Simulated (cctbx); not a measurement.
# Which space group?

Cell: a = 4.3030 Å, b = 4.3030 Å, c = 10.7200 Å, α = 90.00°, β = 90.00°, γ = 90.00°. Expected content of the cell: Hg4 Cs1 V3.

The data are simulated with cctbx, not measured: Mo Kα, λ = 0.71073 Å, to d = 0.8 Å, 80 % of the full sphere, strongest reflection 5000 counts, noise from counting, a 3 % proportional error and a noise floor of 8 counts (s.d.); no absorption.

Tests on the unmerged data give:

```text
1301 reflections to d = 0.805 A
centring   violations  <I/sigma> of those
    A        402 of   663      9.8
    B        413 of   658      9.9
    C        253 of   657      3.8
    I        470 of   661     10.7
    R        567 of   875      9.9
    F        534 of   989      7.9
Laue class    unique    Rint  (classes that these axes allow; Friedel mates merged)
P -1              770   0.036
P 1 2/m 1         457   0.040
P 1 1 2/m         431   0.041
P 2/m 1 1         457   0.040
P m m m           275   0.043
P 4/m             222   0.043
P 4/m m m         161   0.044
space group    extra absences  I>4sigma  <I/sigma>
P 4 2 2                 0          0         -  acentric
P 4 m m                 0          0         -  acentric
P -4 2 m                0          0         -  acentric
P -4 m 2                0          0         -  acentric
P 4/m m m               0          0         -  centric
Wilson B = 0.54 A^2   <|E^2-1|> = 0.846 (0.968 centric, 0.736 acentric)   E^2>4: 0.6 %
shell (A)         n   <I/sigma>
10.72 - 1.61     28     28.6
 1.61 - 1.28     23     29.7
 1.28 - 1.12     18     27.1
 1.12 - 1.01     19     29.6
 1.01 - 0.94     20     27.2
 0.94 - 0.89     15     26.6
 0.89 - 0.84     20     21.3
 0.84 - 0.80     18     24.1
```

**Question.** What are the lattice type, the Laue class and the likely space group?

Every centring test has many violations, so the lattice is primitive.

Rint stays low (0.036 to 0.044) up to P 4/m m m, the highest class in these axes.

5 settings pass the absence test. No glide or screw absences show, which leaves P 4 2 2, P 4 m m, P -4 2 m, P -4 m 2 and P 4/m m m.

⟨|E²−1|⟩ = 0.846 lies between the two ideal values. The Wilson B of 0.54 Å² means U ≈ 0.0068 Å².

The true group is P4/mmm (no. 123), Laue class 4/mmm, centrosymmetric. The tables only narrow the choice to the tied entries; cell content, site symmetry and trial solutions must settle it.

The model was made for the exercise: a known structure type with other elements put in, its volume estimated, not relaxed; displacement parameters are assumed.

[Logs are printed without paths, hosts, clocks, repeated set-up lines and the standing remarks that a program may print on its own settings, such as how far it seeks lower states.]
